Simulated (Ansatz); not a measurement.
## Lattice dynamics of TcSn (built on the sites of a database entry of HfTc)

Aim: the vibrations of TcSn (built on the sites of a database entry of HfTc), their spectra, and whether the structure is stable.

Program: Ansatz 0.2.0. Level of theory: DFT PBEsol, scalar-relativistic, plane waves, PAW. Results are calculated unless marked as measured.

Most raw output is cut from this account.

The structure was built from a prototype and need not be the compound's stable phase.

### 1. Starting point

The structure is cubic, space group Pm-3m (No. 221). Conventional cell: a = 2.958 Å, b = 2.958 Å, c = 2.958 Å, α = 90.00°, β = 90.00°, γ = 90.00°. Nearest to Sn lie 8 Tc at 2.56 Å. Nearest to Tc lie 8 Sn at 2.56 Å. Farther neighbours are not listed.

### 2. Coarse relaxation

The start is far from rest, so a relaxation with loose tolerances brings it close first.

input.yaml reads:

```yaml
crystal:
  lattice:
    - [2.95821, 0.0, 0.0]
    - [0.0, 2.95821, 0.0]
    - [0.0, 0.0, 2.95821]
  atoms:
    - { symbol: Sn, position: [0.0, 0.0, 0.0] }
    - { symbol: Tc, position: [0.5, 0.5, 0.5] }
kpoints:
  mp_grid: { grid: [6, 6, 6] }
hamiltonian:
  xc: pbesol
scf:
  occupations: { method: gaussian, width: 0.1 }
output:
  forces: true
  stress: true
  eigenvalues: true
relax:
  adjacent_minimum: "off"
  f_tol: 0.05
  max_steps: 80
  cell: { stress_tol: 0.5 }
```

The run is started by

```sh
$ ansatz run input.yaml --threads 4 --pin off --max-ram 7168MiB --backend cpu --events-out ev --progress --plain --runs-dir out
```

Run time: 2.3 s. Hardware: 4 threads of Arm Neoverse V2, shared host; peak memory 0.31 GiB.

The steps of the relaxation:

```tsv
step	energy less that of the first step (eV)	largest force component (eV/Å)	pressure (GPa)	volume (Å³)
1	0.0000	0.0000	88.93	25.89
2	-1.3613	0.0000	27.79	29.86
3	-1.5990	0.0000	7.58	32.10
4	-1.6240	0.0000	-0.34	33.25
5*	-1.6427	0.0000	0.78	33.25
6	-1.6430	0.0000	0.05	33.37
7*	-1.6430	0.0000	0.05	33.37
```

Relaxation steps marked * repeat the geometry before them on a plane-wave basis chosen anew for their cell, so energy and pressure can jump there.

Forces are held to the 48 operations that the run works with; a distortion that breaks them can't arise in this run.

```tsv
conventional cell, symmetrised	before	after	change
a (Å)	2.958	3.220	+8.8 %
b (Å)	2.958	3.220	+8.8 %
c (Å)	2.958	3.220	+8.8 %
volume (Å³/atom)	12.94	16.69	+28.9 %
```

The relaxed structure:

```xyz
2
Lattice="3.2196 0.0000 0.0000 0.0000 3.2196 0.0000 0.0000 0.0000 3.2196" Properties=species:S:1:pos:R:3 pbc="T T T"
Sn    0.0000    0.0000    0.0000
Tc    1.6098    1.6098    1.6098
```

Numbers from this step:

* pressure: 0.04520 GPa
* volume per atom: 16.69 Å³
* gap on the k-mesh: 0 eV

In this step the volume went from 12.94 to 16.69 Å³/atom.

### 3. Bringing the structure to rest

The cell and atoms are relaxed, since residual forces and stress would shift the frequencies.

input.yaml reads:

```yaml
crystal:
  lattice:
    - [3.2195805926, 0.0, 0.0]
    - [0.0, 3.2195805926, 0.0]
    - [0.0, 0.0, 3.2195805926]
  atoms:
    - { symbol: Sn, position: [0.0, 0.0, 0.0] }
    - { symbol: Tc, position: [0.5, 0.5, 0.5] }
kpoints:
  mp_grid: { grid: [12, 12, 12] }
hamiltonian:
  xc: pbesol
scf:
  occupations: { method: gaussian, width: 0.1 }
output:
  forces: true
  stress: true
  eigenvalues: true
  write_density: true
  write_potential: true
  elf: true
  volumetric_format: npy
relax:
  adjacent_minimum: "off"
  f_tol: 0.005
  max_steps: 80
  cell: { stress_tol: 0.05 }
```

Elapsed: 4.5 s, on 4 threads; peak memory 0.38 GiB.

Little changed from the start: no atom moved by 0.005 Å and no cell edge by 0.1 %.

This step gave:

```yaml
pressure: -0.001634 GPa
volume_per_atom: 16.72 Å³
```

Valence density in the ac plane at fractional y = 0.500, with atoms of Tc within 0.2 Å of it. It is the smooth field of the valence electrons, not physical close to the nuclei.

Ten even steps from '0' (0.2 e/Å³) to '9' (7.5 e/Å³):
```
00000000000000000
00000000000000000
00000000000000000
00000001111000000
00000013443100000
00000146886410000
00001369999631000
00001489889841000
00001489889841000
00001369999631000
00000146886410000
00000013443100000
00000001111000000
00000000000000000
00000000000000000
00000000000000000
00000000000000000
```
Columns run along a (3.2 Å), rows up along c (3.2 Å). Atoms in or near the plane, at fractional coordinates: Tc at (0.50, 0.50).

Electrostatic potential energy in the ac plane at fractional y = 0.500, with atoms of Tc within 0.2 Å of it. With pseudopotentials it is smooth inside the atoms' cores, unlike the true potential.

Ten even steps from '_' (-127 eV) to '@' (20 eV):
```
@@@@@@@@@@@@@@@@@@@@@@@@@@@@@@@@@@
@@@@@@@@@@@@@@@@@@@@@@@@@@@@@@@@@@
@@@@@@@@@@@@@@@@@@@@@@@@@@@@@@@@@@
@@@@@@@@@@@@@@%%%%%%%%@@@@@@@@@@@@
@@@@@@@@@@%%%%********%%%%@@@@@@@@
@@@@@@@@@@%%**==::::==**%%@@@@@@@@
@@@@@@@@%%**==..____..==**%%@@@@@@
@@@@@@@@%%**::________::**%%@@@@@@
@@@@@@@@%%**::________::**%%@@@@@@
@@@@@@@@%%**==..____..==**%%@@@@@@
@@@@@@@@@@%%**==::::==**%%@@@@@@@@
@@@@@@@@@@%%%%********%%%%@@@@@@@@
@@@@@@@@@@@@@@%%%%%%%%@@@@@@@@@@@@
@@@@@@@@@@@@@@@@@@@@@@@@@@@@@@@@@@
@@@@@@@@@@@@@@@@@@@@@@@@@@@@@@@@@@
@@@@@@@@@@@@@@@@@@@@@@@@@@@@@@@@@@
@@@@@@@@@@@@@@@@@@@@@@@@@@@@@@@@@@
```
Columns run along a (3.2 Å; values clipped at the 3rd and 97th percentile), rows up along c (3.2 Å). Atoms in or near the plane, at fractional coordinates: Tc at (0.50, 0.50).

ELF in the ac plane at fractional y = 0.500, with atoms of Tc within 0.2 Å of it. It is the smooth field of the valence electrons, not physical close to the nuclei.

Ten even steps from '_' (0.21) to '@' (0.75):
```
__................................
..........________________........
......________________________....
::....______..--------..______....
::..______::**##%%%%##**::______..
::..____..**@@@@@@@@@@@@**..____..
::..____--##@@@@****@@@@##--____..
::..____--%%@@**____**@@%%--____..
::..____--%%@@**____**@@%%--____..
::..____--##@@@@****@@@@##--____..
::..____..**@@@@@@@@@@@@**..____..
::..______::**##%%%%##**::______..
::....______..--------..______....
......________________________....
..........________________........
__................................
____....::::::::::::::::::::....__
```
Columns run along a (3.2 Å), rows up along c (3.2 Å). Atoms in or near the plane, at fractional coordinates: Tc at (0.50, 0.50).

In this step the volume went from 16.69 to 16.72 Å³/atom.

### 4. Relaxing to small forces for the phonons

Phonons need a cell at rest on their own settings, so the relaxation is repeated with tight tolerances on forces and stress on the k mesh and occupations of the first response run.

input.yaml reads:

```yaml
crystal:
  lattice:
    - [3.221590993, 0.0, 0.0]
    - [0.0, 3.221590993, 0.0]
    - [0.0, 0.0, 3.221590993]
  atoms:
    - { symbol: Sn, position: [0.0, 0.0, 0.0] }
    - { symbol: Tc, position: [0.5, 0.5, 0.5] }
kpoints:
  mp_grid: { grid: [12, 12, 12] }
hamiltonian:
  xc: pbesol
scf:
  occupations: { method: methfessel_paxton, width: 0.15 }
output:
  forces: true
  stress: true
  eigenvalues: true
relax:
  adjacent_minimum: "off"
  f_tol: 0.001
  max_steps: 60
  cell: { stress_tol: 0.01 }
```

The job ended after 3.3 s (4 threads; peak memory 0.38 GiB).

Little changed from the start: no atom moved by 0.005 Å and no cell edge by 0.1 %.

This step gave:

```
pressure        : -2.36e-4 GPa
volume per atom : 16.71 Å³
```

The forces vanish by symmetry and the pressure is 0.000 GPa, within the tolerances set. The cell now holds 16.71 Å³/atom.

### 5. Linear response at the zone centre

The zone centre comes first: it holds the modes that light can see, as far as symmetry allows. No field response is asked, since the mesh shows no gap.

input.yaml, the sections that differ from step 4:

```yaml
crystal:
  lattice:
    - [3.2213741624, 0.0, 0.0]
    - [0.0, 3.2213741624, 0.0]
    - [0.0, 0.0, 3.2213741624]
  atoms:
    - { symbol: Sn, position: [0.0, 0.0, 0.0] }
    - { symbol: Tc, position: [0.5, 0.5, 0.5] }
output:
  eigenvalues: true
phonons:
  method: dfpt
# kpoints, hamiltonian, scf: as in step 4
# relax: removed
```

It took 10 s on 4 threads; peak memory 0.77 GiB.

Numbers from this step:

- sum-rule residual before enforcement: 1.55e-4 eV/Å²
- point group: m-3m
- highest optical mode at the zone centre (no LO-TO term): 188.5 cm⁻¹
- lowest optical zone-centre mode: 188.5 cm⁻¹

Patterns of degenerate modes are one choice out of their space. The modes at Γ (shares of kinetic energy by element, %):

```tsv
mode	frequency (cm⁻¹)	symmetry	Sn %	Tc %
1	0.0	acoustic	55	45
2	0.0	acoustic	55	45
3	0.0	acoustic	55	45
4	188.5	T1u	45	55
5	188.5	T1u	45	55
6	188.5	T1u	45	55
```

Displacements in mode 5 (188.5 cm⁻¹), the largest set to 1:
```
Sn1 -0.82  0.00  0.00
Tc2  1.00  0.00  0.00
```

Before it was imposed, the acoustic sum rule was missed by 1.6e-4 eV/Å². Small misses are needed for a sound result but don't prove that mesh and cutoff are converged. The lowest optical mode is real, 189 cm⁻¹.

### 6. The dispersion

Stability and thermal properties need the whole zone. Linear response on a 4×4×4 q mesh gives force constants as far as a supercell of that size would.

input.yaml, as its differences from that of step 5:

```diff
@@ -18 +18,8 @@
   method: dfpt
+  qmesh: [4, 4, 4]
+  temperatures: { t_max: 1000, t_step: 50 }
+  qpath:
+    path:
+      - [[0.0, 0.0, 0.0], [0.0, 0.5, 0.0], [0.5, 0.5, 0.0], [0.0, 0.0, 0.0], [0.5, 0.5, 0.5], [0.0, 0.5, 0.0]]
+      - [[0.5, 0.5, 0.5], [0.5, 0.5, 0.0]]
+    npoints: 10
```

Run time: 4.7 min. Hardware: 4 threads; peak memory 2.1 GiB; 18 min of CPU time.

Numbers from this step:

* sum-rule residual before enforcement: 1.58e-4 eV/Å²
* lowest frequency on the path: 0 cm⁻¹
* highest frequency on the path or at a solved wavevector: 221.2 cm⁻¹
* mean frequency: 142.9 cm⁻¹
* Debye temperature (second moment): 278 K
* logarithmic mean frequency: 135.5 cm⁻¹
* lowest mode on the q mesh (acoustic modes at Γ apart): 65.96 cm⁻¹
* zero-point energy per atom: 26.58 meV
* heat capacity at 300 K: 23.91 J/(mol atoms K)
* vibrational entropy at 300 K: 36.22 J/(mol atoms K)

Frequencies (cm⁻¹) solved at each irreducible wavevector; negative means imaginary. Frequencies by wavevector, by row:

```tsv
q in reciprocal lattice units	star	mode 1	mode 2	mode 3	mode 4	mode 5	mode 6
0 0 0	1	0	0	0	188.5	188.5	188.5
0 0 0.25	6	66	66	117.9	168.6	168.6	188
0 0 -0.5	3	101.4	101.4	134.3	134.3	175.8	192.7
0 0.25 0.25	12	72.5	96.1	138.2	160.7	167.2	197.2
0 0.25 -0.5	12	109.4	111.6	127.9	138.5	203.1	203.5
0 -0.5 -0.5	3	87.3	87.3	113.2	119.4	221.2	221.2
0.25 0.25 0.25	8	95.5	95.5	122.6	180	183.6	183.6
0.25 0.25 -0.5	12	96.3	110.3	124.5	159.1	193	205.2
0.25 -0.5 -0.5	6	104.3	104.3	119.8	155.2	204.2	204.2
-0.5 -0.5 -0.5	1	115.3	115.3	115.3	184.4	184.4	184.4
```

Interpolated from a 4×4×4 q mesh. The phonon branches at the labelled points (cm⁻¹):

```tsv
point	branch 1	branch 2	branch 3	branch 4	branch 5	branch 6
Γ	0	0	0	188	188	188
halfway	66	66	118	169	169	188
X	101	101	134	134	176	193
halfway	109	112	128	138	203	204
M	87	87	113	119	221	221
halfway	72	96	138	161	167	197
Γ	0	0	0	188	188	188
halfway	96	96	123	180	184	184
R	115	115	115	184	184	184
halfway	96	110	124	159	193	205
X	101	101	134	134	176	193
jump to R	115	115	115	184	184	184
halfway	104	104	120	155	204	204
M	87	87	113	119	221	221
```

The phonon density of states has structure finer than the step of the table below, so its rows give means over 10 cm⁻¹, whole bins alone (the curve runs from 1 to 221 cm⁻¹). Peaks (cm⁻¹: height): 97.0: 0.0803, 107.0: 0.0756, 129.0: 0.0608, 159.0: 0.0434, 193.0: 0.0791.

Tetrahedra on a 20×20×20 mesh, mean over bins of 2 cm-1. Interpolated from a 4×4×4 q mesh. Table of phonon density of states by wavenumber; means over each step:

wavenumber (cm⁻¹), phonon density of states (1/cm⁻¹/cell) and a bar:
```
       10     0.0001 
       20     0.0005 
       30     0.0012 #
       40     0.0024 #
       50     0.0042 ##
       60     0.0067 ###
       70     0.0102 #####
       80     0.0157 #######
       90     0.0371 #################
      100     0.0673 ##############################
      110     0.0568 #########################
      120     0.0400 ##################
      130     0.0502 ######################
      140     0.0326 ###############
      150     0.0228 ##########
      160     0.0342 ###############
      170     0.0314 ##############
      180     0.0267 ############
      190     0.0598 ###########################
      200     0.0620 ############################
      210     0.0310 ##############
```

Phonopy on the run's constants, 17x17x17 mesh, Gaussian sigma 2.0 cm-1. Interpolated from a 4×4×4 q mesh. Partial phonon density of states against wavenumber; read off at these points; values in 1/cm⁻¹/cell:

```tsv
wavenumber (cm⁻¹)	Sn	Tc
-5.0	2.0e-6	2.0e-6
0.0	6.0e-5	5.0e-5
5.0	3.7e-6	3.7e-6
10.0	0	0
15.0	1.5e-4	1.3e-4
20.0	3.2e-4	2.7e-4
25.0	5.0e-4	4.2e-4
30.0	3.7e-4	3.2e-4
35.0	0.00122	0.00106
40.0	0.00147	0.00129
45.0	0.00107	9.5e-4
50.0	0.00298	0.00276
55.0	0.00202	0.00188
60.0	0.00333	0.00323
65.0	0.00520	0.00526
70.0	0.00472	0.00478
75.0	0.00566	0.00632
80.0	0.00751	0.00809
85.0	0.00904	0.0104
90.0	0.0189	0.0215
95.0	0.0270	0.0299
97.4	0.0308	0.0357
100.0	0.0286	0.0375
105.0	0.0229	0.0442
108.3	0.0196	0.0495
110.0	0.0156	0.0423
115.0	0.0109	0.0266
120.0	0.0140	0.0296
125.0	0.0194	0.0295
127.0	0.02	0.0308
130.0	0.0193	0.0327
135.0	0.0149	0.0240
140.0	0.0141	0.0193
145.0	0.0162	0.00902
150.0	0.0149	0.00639
155.0	0.0202	0.00767
160.0	0.0272	0.0104
165.0	0.0226	0.00825
170.0	0.0205	0.0103
175.0	0.0212	0.0112
180.0	0.0137	0.00999
185.0	0.0198	0.0152
190.0	0.0357	0.0269
192.4	0.0442	0.0304
195.0	0.0406	0.0263
200.0	0.0369	0.0256
205.0	0.0281	0.0206
210.0	0.0166	0.0136
215.0	0.0101	0.00896
220.0	0.00379	0.00354
225.0	1.0e-4	1.0e-4
230.0	0	0
```

Second derivatives of the energy by pair, one row for each kind of neighbour of each atom listed. Each entry sums the pair over the periodic images of the supercell that the q mesh stands for, and in a polar crystal it holds the long-range dipole part too. Force constants by pair, by row:

```tsv
atom	neighbour	distance (Å)	third of the trace (eV/Å²)	along the pair's line (eV/Å²)
Sn1	itself	0	10.62	–
Sn1	Tc	2.79	-0.7941	-2.733
Sn1	Sn	3.221	-0.4743	-1.657
Sn1	Sn	4.556	0.0148	-0.0692
Sn1	Tc	5.342	-0.0234	-0.0217
Sn1	Sn	5.58	-0.1334	-0.3773
Sn1	Sn	6.443	0.0203	0.0093
Sn1	Tc	7.021	-0.0027	-0.0118
Sn1	Sn	7.203	-0.0073	0.0022
Tc2	itself	0	7.343	–
Tc2	Sn	2.79	-0.7941	-2.733
Tc2	Tc	3.221	-0.0347	-0.7607
Tc2	Tc	4.556	-0.1435	-0.3685
Tc2	Sn	5.342	-0.0234	-0.0217
Tc2	Tc	5.58	0.131	0.5035
Tc2	Tc	6.443	-0.0283	0.1377
Tc2	Sn	7.021	-0.0027	-0.0118
Tc2	Tc	7.203	0.0258	0.0119
```

Harmonic thermodynamic functions per atom, from the density of states. Interpolated from a 4×4×4 q mesh. Thermodynamic functions, by row:

```tsv
T (K)	F_vib (meV/atom)	S (J/mol-atom/K)	C_V (J/mol-atom/K)
0	26.58	0	0
50	26.12	3.424	8.207
100	22.01	12.49	17.61
200	1.13	26.74	22.71
300	-31.79	36.22	23.91
400	-73.09	43.17	24.35
500	-120.8	48.63	24.56
600	-173.6	53.12	24.68
700	-230.6	56.93	24.75
800	-291.4	60.24	24.79
900	-355.4	63.16	24.82
1000	-422.2	65.78	24.85
```

Harmonic mean-square displacement, third of the trace. Interpolated from a 4×4×4 q mesh. Mean square displacements, by row:

```tsv
T (K)	Sn1 U_eq (Å²)	Tc2 U_eq (Å²)
0	0.00107	0.00141
100	0.00169	0.00226
300	0.00423	0.00575
600	0.00828	0.01129
```

Symmetry leaves 10 wavevectors to solve. The lowest mode among them, the acoustic zeros apart, lies at q = (0, 0, 0.25) and is real, 66.0 cm⁻¹.

### 7. Summary of results

```json
{
  "space group after relaxation (within 0.01 Å)": "Pm-3m",
  "volume per atom": "16.7 Å³",
  "electronic character": "no gap on this mesh",
  "highest optical mode at the zone centre (no LO-TO term)": "189 cm⁻¹",
  "lowest optical zone-centre mode": "189 cm⁻¹",
  "lowest mode on the q mesh (acoustic modes at Γ apart)": "66.0 cm⁻¹",
  "highest frequency on the path or at a solved wavevector": "221 cm⁻¹",
  "zero-point energy per atom": "26.6 meV",
  "heat capacity at 300 K": "23.9 J/(mol atoms K)",
  "vibrational entropy at 300 K": "36.2 J/(mol atoms K)",
  "Debye temperature (second moment)": "278 K",
  "imaginary modes on the 4×4×4 q mesh": "none"
}
```

In words: The structure is a minimum as far as tested: no mode is imaginary at the 10 irreducible wavevectors of the 4×4×4 mesh, and the softest away from the acoustic zeros lies at 66 cm⁻¹. The optical modes at Γ form one degenerate level at 189 cm⁻¹. With no gap, or one that is small against the smearing, the frequencies hang on the k mesh and the smearing, most of all near Kohn anomalies. The phonon runs are without spin polarisation, although the cell has an odd electron count. Spin-orbit coupling is left out, which can matter for the heavy elements here. A phonon run warned that its eigensolver left some bands unconverged in a pass. The starting cell was built on a prototype and not taken from a measurement, so the phase need not exist. These are harmonic frequencies at zero temperature: anharmonic shifts, linewidths and thermal expansion are left out.

[Logs are printed without paths, hosts, clocks, repeated set-up lines and the standing remarks that a program may print on its own settings, such as how far it seeks lower states.]

[Hosts, paths, dates, database ids (printed as entryN), source tags and the programs' standing remarks are cut or masked in the printed files.]
